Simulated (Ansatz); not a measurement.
# Si(111) with different end groups on 100 % of the top atoms (PBE, PAW set soft_1)

How far can end groups move the ionisation potential of Si(111)?

All values are computed: Ansatz 0.2.0, PBE, plane waves, PAW set soft_1, scalar-relativistic unless marked; slabs or sheets with vacuum, the vacuum level from the planar mean of the electrostatic potential. 2×2 cells of six atomic planes, hydrogen on the lower face and on the remaining top atoms, dipole correction on.

| group | ionisation potential, upper face (eV) | lower (H) face (eV) | difference (eV) | dipole a group against H (D) |
| --- | --- | --- | --- | --- |
| Li | 2.68 | 4.60 | -1.92 | +0.65 |
| CH3 | 3.83 | 4.65 | -0.82 | +0.28 |
| SH | 4.88 | 4.41 | +0.47 | -0.16 |
| Br | 5.35 | 4.54 | +0.81 | -0.27 |
| Cl | 5.75 | 4.58 | +1.17 | -0.40 |
| F | 6.60 | 4.54 | +2.06 | -0.70 |

The same valence top is seen through two surface dipoles, so the difference of the faces isolates the group. It runs from -1.92 eV (Li) to +2.06 eV (F). A group that leaves negative charge outermost raises the barrier, and one that ends in positive charge lowers it.

**Worked step.** ΔΦ = −μ/(ε₀A), with μ the dipole of one cell along the outward normal; in working units μ (D) = −ΔΦ (eV) × A (Å²) / 37.7. For F: −(+2.06) × 51.1 / 37.7 = -2.79 D a cell, shared by 4 groups: -0.70 D each.

Where a group brings filled states above the slab's valence band, the valence top is that state. Semilocal levels lie too high, so differences are more trustworthy than the values.

In 2 of the 12 runs the program warns that some density reaches the dipole ramp in the vacuum, so their vacuum levels can be a little off.
